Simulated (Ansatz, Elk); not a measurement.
# K4BaV2: X-ray structure factors from the self-consistent density

Structure refinements treat a crystal as free atoms side by side. For a made-up structure of K4BaV2 (cell and positions from a PBEsol relaxation) the runs below show what the calculated density changes in F(hkl).

Main program and level: Elk 11.2.3 (patched build); DFT, PBE, all-electron APW+lo, Dirac cores, scalar-relativistic bands, static density, no spin.

The structure was built from a prototype and need not be the compound's stable phase.

**1. The structure**

The structure is trigonal, space group R-3m (No. 166). The conventional cell has a = 4.681 Å, b = 4.681 Å, c = 54.694 Å, α = 90.00°, β = 90.00°, γ = 120.00°. Nearest to Ba lie 6 V at 2.70 Å. V has 3 Ba at 2.70 Å and 3 V at 2.71 Å and 1 K at 3.38 Å nearest. K has 4 V at 3.38 to 4.22 Å and 3 Ba at 4.27 Å and 9 K at 4.68 to 4.78 Å nearest. Nearest to K lie 12 K at 4.60 to 4.78 Å. Farther neighbours are not listed.

Structure file:

```cif
data_structure
_symmetry_space_group_name_H-M 'R-3m:H'
_symmetry_Int_Tables_number 166
_cell_length_a 4.6806
_cell_length_b 4.6806
_cell_length_c 54.6941
_cell_angle_alpha 90.000
_cell_angle_beta 90.000
_cell_angle_gamma 120.000
_cell_volume 1037.71
loop_
_atom_site_label
_atom_site_type_symbol
_atom_site_symmetry_multiplicity
_atom_site_Wyckoff_symbol
_atom_site_fract_x
_atom_site_fract_y
_atom_site_fract_z
_atom_site_occupancy
Ba1 Ba 3 a 0.00000 0.00000 0.00000 1
V1 V 6 c 0.00000 0.00000 0.66791 1
K1 K 6 c 0.66667 0.33333 0.93946 1
K2 K 6 c 0.00000 0.00000 0.86737 1
```

**2. Ground state and structure factors**

An all-electron density is needed, since X-rays see the cores too. Task 0 finds the density and task 195 Fourier-transforms it; tshift is off so that phases refer to the origin typed.

File elk.in:

```
tasks
  0
  195

xctype
  20

spinpol
  .false.

rgkmax
  7.0

gmaxvr
  14.0

lmaxo
  7

lmaxapw
  8

swidth
  0.002

tshift
  .false.

ramdisk
  .false.

hmaxvr
  5.5

maxscl
  120

epspot
  1e-06

sppath
  './'

avec
  4.42252915769 2.55334840025 34.45230149828
  -4.42252915769 2.55334840025 34.45230149828
  -0.00000000000 -5.10669679883 34.45230149840

atoms
  3
  'Ba.in'
  1
  -0.0000000000 -0.0000000000 -0.0000000000   0.000000 0.000000 0.000000
  'V.in'
  2
  0.6679092504 0.6679092504 0.6679092504   0.000000 0.000000 0.000000
  0.3320907496 0.3320907496 0.3320907496   0.000000 0.000000 0.000000
  'K.in'
  4
  0.6061280025 0.6061280025 0.6061280025   0.000000 0.000000 0.000000
  0.3938719975 0.3938719975 0.3938719975   0.000000 0.000000 0.000000
  0.8673733569 0.8673733569 0.8673733569   0.000000 0.000000 0.000000
  0.1326266431 0.1326266431 0.1326266431   0.000000 0.000000 0.000000

ngridk
  6 6 6
```

On the command line:

```
$ OMP_NUM_THREADS=4 elk
```

Numbers of over 12 decimals in the logs are rounded to 6 here.

Log:

```text
┌─────────────────────────┐
│ Elk code version 11.2.3 │
└─────────────────────────┘

All units are atomic (Hartree, Bohr, etc.)

┌─────────────────────────────────────────────────┐
│ Ground-state run starting from atomic densities │
└─────────────────────────────────────────────────┘

Lattice vectors :
   4.422529158       2.553348400       34.45230150
  -4.422529158       2.553348400       34.45230150
  -0.000000000      -5.106696799       34.45230150

Reciprocal lattice vectors :
  0.7103610947      0.4101271692      0.6079115215E-01
 -0.7103610947      0.4101271692      0.6079115215E-01
  0.6161305812E-17 -0.8202543384      0.6079115217E-01

Unit cell volume      :    2334.265611
Brillouin zone volume :   0.1062647765

Muffin-tin inner radius fraction :   0.1000000000E-01

Nuclei treated as point charges

Species : 1 (Ba)
 parameters loaded from : Ba.in
 name : barium
 nuclear charge    :   -56.00000000
 electronic charge :    56.00000000
 atomic mass :    250331.8071
 muffin-tin radius :    2.723706191
 number of radial points in muffin-tin :   1393
 inner part over the whole radius :   0.9913148792E-02
 number on inner part of muffin-tin    :    995
 approximate nuclear radius :   0.9171481901E-04
 number of mesh points to nuclear radius :    505
 atomic positions (lattice), magnetic fields (Cartesian) :
  1 :   0.00000000  0.00000000  0.00000000    0.00000000  0.00000000  0.00000000

Species : 2 (V)
 parameters loaded from : V.in
 name : vanadium
 nuclear charge    :   -23.00000000
 electronic charge :    23.00000000
 atomic mass :    92860.67382
 muffin-tin radius :    2.334605307
 number of radial points in muffin-tin :    993
 inner part over the whole radius :   0.9846281561E-02
 number on inner part of muffin-tin    :    698
 approximate nuclear radius :   0.6897515165E-04
 number of mesh points to nuclear radius :    327
 atomic positions (lattice), magnetic fields (Cartesian) :
  1 :  -0.33209075 -0.33209075 -0.33209075    0.00000000  0.00000000  0.00000000
  2 :   0.33209075  0.33209075  0.33209075    0.00000000  0.00000000  0.00000000

Species : 3 (K)
 parameters loaded from : K.in
 name : potassium
 nuclear charge    :   -19.00000000
 electronic charge :    19.00000000
 atomic mass :    71271.84090
 muffin-tin radius :    2.400000000
 number of radial points in muffin-tin :    993
 inner part over the whole radius :   0.9891652203E-02
 number on inner part of muffin-tin    :    697
 approximate nuclear radius :   0.6514746337E-04
 number of mesh points to nuclear radius :    319
 atomic positions (lattice), magnetic fields (Cartesian) :
  1 :  -0.39387200 -0.39387200 -0.39387200    0.00000000  0.00000000  0.00000000
  2 :   0.39387200  0.39387200  0.39387200    0.00000000  0.00000000  0.00000000
  3 :  -0.13262664 -0.13262664 -0.13262664    0.00000000  0.00000000  0.00000000
  4 :   0.13262664  0.13262664  0.13262664    0.00000000  0.00000000  0.00000000

Total number of atoms per unit cell :    7
Total muffin-tin volume :    422.8625641
 ratio of muffin-tin to unit cell volume :   0.1811544334

Spin treatment :
 spin-unpolarised

Number of Bravais lattice symmetries :   12
Number of crystal symmetries         :   12
Crystal has inversion symmetry
Real symmetric eigensolver will be used

k-point grid :      6     6     6
k-point offset :    0.000000000       0.000000000       0.000000000
k-point set is reduced with full crystal symmetry group
Total number of k-points :       32

Muffin-tin radius times maximum |G+k| :    7.000000000
 using average radius
Maximum |G+k| for APW functions       :    2.883554399
Maximum (1/2)|G+k|²                   :    4.157442985
Maximum |G| for potential and density :    14.00000000
Constant for pseudocharge density :   10
 order of it for each species :   17  17  17
 order of it for pair densities of each species (exact exchange by exxq0 0: 18) :   12   9   9
Radial integration step length :    1

G-vector grid sizes :    160   160   160
Number of G-vectors :   108147

[...]
xc potential                :     -762.76592730490
 exchange                    :     -417.35215962581
 correlation                 :     -8.207276
 electron entropic           :    -0.25796411511351E-02
 total energy                :     -12454.301480471

Density of states at Fermi energy :    186.9557380
 (states/Hartree/unit cell)

Estimated indirect band gap :   0.4638431654E-02
 from k-point 8 to k-point 20
Estimated direct band gap   :   0.1316983226E-01
 at k-point 28

Charges :
 core                        :    96.00000000
 valence                     :    82.00000000
 interstitial                :    7.392627156
 muffin-tins (core leakage)
  species : 1 (Ba)
[...]
species : 2 (V)
[...]
species : 3 (K)
[...]
total in muffin-tins        :    170.6073728
 total calculated charge     :    177.9997532
 total charge                :    178.0000000
 error                       :   0.2467627580E-03

RMS change in Kohn-Sham potential (target) :    1.056266593     (  0.1000000000E-05)
Absolute change in total energy (target)   :    2.574765648     (  0.1000000000E-03)

[... loops 3 to 27 left out ...]

┌──────────────────┐
│ Loop number : 28 │
└──────────────────┘

Energies :
 Fermi                       :     0.78820188040275E-01
 sum of occupied eigenvalues :     -7532.4254534801
 electron kinetic            :      13031.644788684
 core electron kinetic       :      12460.495957315
 Coulomb                     :     -25054.904743633
 Coulomb potential           :     -20014.125190434
 nuclear-nuclear             :      332.13235371877
 electron-nuclear            :     -30774.312945495
 Hartree                     :      5387.2758481435
 Madelung                    :     -15047.842148416
 xc potential                :     -549.94505173027
 exchange                    :     -414.90735450092
 correlation                 :     -8.117908
 electron entropic           :    -0.24189812052285E-02
 total energy                :     -12446.287636416

Density of states at Fermi energy :    193.3507870
 (states/Hartree/unit cell)

Estimated indirect band gap :   0.1433391628E-02
 from k-point 23 to k-point 26
Estimated direct band gap   :   0.8774211861E-02
 at k-point 2

Charges :
 core                        :    96.00000000
 valence                     :    82.00000000
 interstitial                :    10.63017382
 muffin-tins (core leakage)
  species : 1 (Ba)
[...]
species : 2 (V)
[...]
species : 3 (K)
[...]
total in muffin-tins        :    167.3698262
 total calculated charge     :    177.9998221
 total charge                :    178.0000000
 error                       :   0.1779238656E-03

RMS change in Kohn-Sham potential (target) :   0.5011968583E-06 (  0.1000000000E-05)
Absolute change in total energy (target)   :   0.1670183156E-04 (  0.1000000000E-03)

Convergence targets achieved

┌──────────────────┐
│ Loop number : 29 │
└──────────────────┘

Energies :
 Fermi                       :     0.78820379145480E-01
 sum of occupied eigenvalues :     -7532.4254380113
 electron kinetic            :      13031.644808938
 core electron kinetic       :      12460.495964956
 Coulomb                     :     -25054.904753179
 Coulomb potential           :     -20014.125082442
 nuclear-nuclear             :      332.13235371877
 electron-nuclear            :     -30774.313072743
 Hartree                     :      5387.2759658450
 Madelung                    :     -15047.842211958
 xc potential                :     -549.94516450734
 exchange                    :     -414.90735600396
 correlation                 :     -8.117908
 electron entropic           :    -0.24189879294668E-02
 total energy                :     -12446.287627246

Density of states at Fermi energy :    193.3515423
 (states/Hartree/unit cell)

Estimated indirect band gap :   0.1433372290E-02
 from k-point 23 to k-point 26
Estimated direct band gap   :   0.8774189557E-02
 at k-point 2

Charges :
 core                        :    96.00000000
 valence                     :    82.00000000
 interstitial                :    10.63017224
 muffin-tins (core leakage)
  species : 1 (Ba)
[...]
species : 2 (V)
[...]
species : 3 (K)
[...]
atom 2                    :    17.58016707     ( -0.1019190172E-06)
   atom 3                    :    17.56586386     ( -0.1020395608E-06)
   atom 4                    :    17.56586386     ( -0.1020395608E-06)
 total in muffin-tins        :    167.3698278
 total calculated charge     :    177.9998221
 total charge                :    178.0000000
 error                       :   0.1779244723E-03

┌──────────────────────────────┐
│ Self-consistent loop stopped │
└──────────────────────────────┘

Wrote STATE.OUT
```

Wall time 8.4 min (4 threads of Arm Neoverse V1, shared host); peak memory 1.5 GiB; 20 min of CPU time.

SFACRHO.OUT:

```text

h k l indices transformed by vhmat matrix:
   1.000000000       0.000000000       0.000000000    
   0.000000000       1.000000000       0.000000000    
   0.000000000       0.000000000       1.000000000    

      h      k      l  multipl.   |H|            Re(F)            Im(F)           |F|

      0      0      0      1   0.0000000       178.00000      0.62508781E-15   178.00000    
      1      1      1      2  0.18237346       86.836819      0.46567012E-13   86.836819    
     -2     -2     -2      2  0.36474691       85.706761     -0.64788886E-13   85.706761    
     -3     -3     -3      2  0.54712037       74.327254     -0.12147916E-12   74.327254    
     -4     -4     -4      2  0.72949383       58.973824     -0.18728037E-12   58.973824    
      1      0      0      6  0.82250395       26.358518     -0.20246527E-13   26.358518    
      1      0      1      6  0.82921616       33.711733     -0.40493054E-14   33.711733    
     -2     -1     -1      6  0.85553855      -28.632613     -0.65801212E-14   28.632613    
      2      1      2      6  0.87476070       42.995114     -0.40493054E-14   42.995114    
     -5     -5     -5      2  0.91186728       144.53460     -0.24801995E-13   144.53460    
     -2     -2     -3      6  0.92406700       60.675118      0.68838191E-13   60.675118    
     -2     -3     -3      6  0.95358968       73.951806      0.84023086E-13   73.951806    
     -3     -3     -4      6   1.0209670       45.699562      0.60739580E-14   45.699562    
     -4     -3     -4      6   1.0582913      -17.548340     -0.11135590E-13   17.548340    
     -6     -6     -6      2   1.0942407       85.696402     -0.32799373E-12   85.696402    
     -4     -5     -4      6   1.1390204       48.162061      0.42517706E-13   48.162061    
     -5     -5     -4      6   1.1820101       14.313698      0.85035412E-13   14.313698    
      5      6      5      6   1.2723528       42.773173     -0.11135590E-12   42.773173
```

Elk indexes on the primitive cell of elk.in and gives |H| = 4π sin θ/λ in inverse bohr. Below, one row stands for each form hkl of the conventional cell (m members, Friedel mates merged), F is for one primitive cell and the density is static (no thermal factor). Free-atom factors are Waasmaier and Kirfel's, and R is Σm||F|−|F'||/Σm|F|.

| hkl | m | sin θ/λ (Å⁻¹) | abs F, DFT | neutral atoms | diff. |
| --- | --- | --- | --- | --- | --- |
| 003 | 2 | 0.027 | 86.837 | 86.527 | +0.310 |
| 006 | 2 | 0.055 | 85.707 | 84.801 | +0.906 |
| 009 | 2 | 0.082 | 74.327 | 73.263 | +1.065 |
| 0 0 12 | 2 | 0.110 | 58.974 | 58.074 | +0.900 |
| 101 | 6 | 0.124 | 26.358 | 26.593 | -0.234 |
| 012 | 6 | 0.125 | 33.712 | 33.862 | -0.150 |
| 104 | 6 | 0.129 | 28.633 | 28.564 | +0.069 |
| 015 | 6 | 0.132 | 42.995 | 43.053 | -0.058 |
| 0 0 15 | 2 | 0.137 | 144.535 | 144.024 | +0.511 |
| 107 | 6 | 0.139 | 60.675 | 60.787 | -0.112 |
| 018 | 6 | 0.143 | 73.952 | 74.023 | -0.071 |
| 1 0 10 | 6 | 0.153 | 45.700 | 45.737 | -0.038 |
| 0 1 11 | 6 | 0.159 | 17.548 | 17.546 | +0.002 |
| 0 0 18 | 2 | 0.165 | 85.696 | 85.408 | +0.289 |
| 1 0 13 | 6 | 0.171 | 48.162 | 48.279 | -0.117 |
| 0 1 14 | 6 | 0.178 | 14.314 | 14.284 | +0.030 |
| 1 0 16 | 6 | 0.191 | 42.773 | 42.908 | -0.135 |
| 0 0 21 | 2 | 0.192 | 81.627 | 81.563 | +0.064 |
| 0 1 17 | 6 | 0.198 | 13.944 | 13.871 | +0.073 |
| 1 0 19 | 6 | 0.213 | 21.571 | 21.404 | +0.167 |
| 110 | 6 | 0.214 | 129.578 | 130.127 | -0.549 |
| 113 | 12 | 0.215 | 65.798 | 66.429 | -0.631 |

**3. The highest occupied states alone**

An energy window below the Fermi level keeps the highest occupied states, to see at which angles they scatter; shallow core shells can lie inside it and anion s states outside. No new self-consistency is needed.

elk.in: that of step 2 with these lines changed.

```diff
@@ -1,3 +1,2 @@
 tasks
-  0
   195
@@ -40,2 +39,5 @@
 
+wsfac
+  -0.362170 0.378820
+
 sppath
```

On the command line:

```
$ OMP_NUM_THREADS=4 elk
```

Log:

```text
┌─────────────────────────────────┐
│ Elk code version 11.2.3 started │
└─────────────────────────────────┘

Info(readinput): the functional depends on the density's gradient
 muffin-tin radial points multiplied by    2.00000
 (not where nrmtscf is given)

┌────────────────────┐
│ Current task : 195 │
└────────────────────┘
Info(checkmt): changed muffin-tin radius of species 1 (Ba) from   2.8000 to   2.7237
Info(checkmt): changed muffin-tin radius of species 2 (V) from   2.4000 to   2.3346

Info(sfacrho): density structure factors written to SFACRHO.OUT

 Energy window :  -0.3621700000      0.3788200000

┌──────────────────┐
│ Elk code stopped │
└──────────────────┘
```

Run time: 62 s. Hardware: 4 threads; peak memory 1 GiB; 70 s of CPU time.

States within 12 eV below the Fermi level hold 16.00 electrons; any levels below the window count with the cores. Their amplitudes can exceed the total, where window and core parts have opposite phase:

| hkl | sin θ/λ (Å⁻¹) | abs F, window | abs F, all |
| --- | --- | --- | --- |
| 003 | 0.027 | 10.988 | 86.837 |
| 006 | 0.055 | 10.190 | 85.707 |
| 009 | 0.082 | 8.476 | 74.327 |
| 0 0 12 | 0.110 | 6.800 | 58.974 |
| 101 | 0.124 | 2.653 | 26.358 |
| 012 | 0.125 | 2.662 | 33.712 |
| 104 | 0.129 | 2.261 | 28.633 |
| 015 | 0.132 | 2.559 | 42.995 |
| 0 0 15 | 0.137 | 5.205 | 144.535 |
| 107 | 0.139 | 2.165 | 60.675 |

**4. Another functional**

The difference from free atoms is small, so it is set against the change that PBEsol makes.

elk.in: that of step 3 with these lines changed.

```diff
@@ -1,2 +1,3 @@
 tasks
+  0
   195
@@ -4,3 +5,3 @@
 xctype
-  20
+  22
 
@@ -39,5 +40,2 @@
 
-wsfac
-  -0.362170 0.378820
-
 sppath
```

On the command line:

```
$ OMP_NUM_THREADS=4 elk
```

Log:

```text
┌─────────────────────────┐
│ Elk code version 11.2.3 │
└─────────────────────────┘

All units are atomic (Hartree, Bohr, etc.)

┌─────────────────────────────────────────────────┐
│ Ground-state run starting from atomic densities │
└─────────────────────────────────────────────────┘

Lattice vectors :
   4.422529158       2.553348400       34.45230150
  -4.422529158       2.553348400       34.45230150
  -0.000000000      -5.106696799       34.45230150

Reciprocal lattice vectors :
  0.7103610947      0.4101271692      0.6079115215E-01
[...]
interstitial                :    10.64772306
 muffin-tins (core leakage)
  species : 1 (Ba)
[...]
species : 2 (V)
[...]
species : 3 (K)
[...]
atom 3                    :    17.56258327     ( -0.1006040993E-06)
   atom 4                    :    17.56258327     ( -0.1006040993E-06)
 total in muffin-tins        :    167.3522769
 total calculated charge     :    177.9998030
 total charge                :    178.0000000
 error                       :   0.1969781853E-03

┌──────────────────────────────┐
│ Self-consistent loop stopped │
└──────────────────────────────┘

Wrote STATE.OUT
[key lines of the parts left out:]
total energy                :     -12437.902261298
```

It took 8.1 min on 4 threads; peak memory 1.5 GiB; 19 min of CPU time.

Against the first run R = 0.02 %; the largest change is -0.041 at 110.

**5. Basis size**

A smaller basis shows how fast F responds to it; the change is likely larger than the basis error of the first run, but doesn't show convergence.

elk.in: that of step 4 with these lines changed.

```diff
@@ -5,3 +5,3 @@
 xctype
-  22
+  20
 
@@ -11,3 +11,3 @@
 rgkmax
-  7.0
+  5.5
```

On the command line:

```
$ OMP_NUM_THREADS=4 elk
```

Log:

```text
┌─────────────────────────┐
│ Elk code version 11.2.3 │
└─────────────────────────┘

All units are atomic (Hartree, Bohr, etc.)

┌─────────────────────────────────────────────────┐
│ Ground-state run starting from atomic densities │
└─────────────────────────────────────────────────┘

Lattice vectors :
   4.422529158       2.553348400       34.45230150
  -4.422529158       2.553348400       34.45230150
  -0.000000000      -5.106696799       34.45230150

Reciprocal lattice vectors :
  0.7103610947      0.4101271692      0.6079115215E-01
[...]
interstitial                :    10.94075081
 muffin-tins (core leakage)
  species : 1 (Ba)
[...]
species : 2 (V)
[...]
species : 3 (K)
[...]
atom 3                    :    17.53417500     ( -0.1021740932E-06)
   atom 4                    :    17.53417500     ( -0.1021740932E-06)
 total in muffin-tins        :    167.0592492
 total calculated charge     :    178.0005007
 total charge                :    178.0000000
 error                       :   0.5007149244E-03

┌──────────────────────────────┐
│ Self-consistent loop stopped │
└──────────────────────────────┘

Wrote STATE.OUT
[key lines of the parts left out:]
total energy                :     -12446.075157830
```

The job ended after 6.7 min (4 threads; peak memory 1.4 GiB; 13 min of CPU time).

Against the first run R = 0.08 %; the largest change is +0.135 at 300.

**6. Settings against the effect**

| run | R against the first run (%) | R against neutral atoms, low angle (%) | wall time |
| --- | --- | --- | --- |
| PBE, rgkmax 7 | 0.00 | 0.48 | 8.4 min |
| PBEsol | 0.02 | 0.49 | 8.1 min |
| rgkmax 5.5 | 0.08 | 0.52 | 6.7 min |

**7. Results**

| Property | Result |
| --- | --- |
| R against neutral atoms, sin θ/λ < 0.3 Å⁻¹ | 0.48 % |
| R against neutral atoms, 0.3 to 0.46 Å⁻¹ | 0.12 % |

Independent neutral atoms miss the calculated amplitudes by R = 0.48 % below 0.3 Å⁻¹ and 0.12 % from there to 0.46 Å⁻¹; by shells, 0.46 % below 0.15 Å⁻¹ (11 forms), 0.49 % 0.15 to 0.3 (39 forms), 0.11 % 0.3 to 0.45 (93 forms), 0.19 % above 0.45 (6 forms). Bonding, aspherical density and the tables' own atoms all enter these figures, and the runs don't part them. The largest change of an amplitude is +1.06 electrons, at 009. The window's part falls from 16.0 electrons at the origin to at most 0.58 between 0.45 and 0.46 Å⁻¹. Below 0.3 Å⁻¹ the changes that finished (PBEsol and rgkmax 5.5) move F by R = 0.07 % at most, against the 0.48 % that separates it from free atoms. The k-mesh has no finished test. These runs have no spin, though d or f shells may be open. Part of the difference isn't bonding: the tables are fits to free atoms and ions calculated by other methods than this functional. Thermal motion, anomalous dispersion and extinction are left out.

[Logs are printed without paths, hosts, clocks, repeated set-up lines and the standing remarks that a program may print on its own settings, such as how far it seeks lower states.]

[Hosts, paths, dates, database ids (printed as entryN), source tags and the programs' standing remarks are cut or masked in the printed files.]
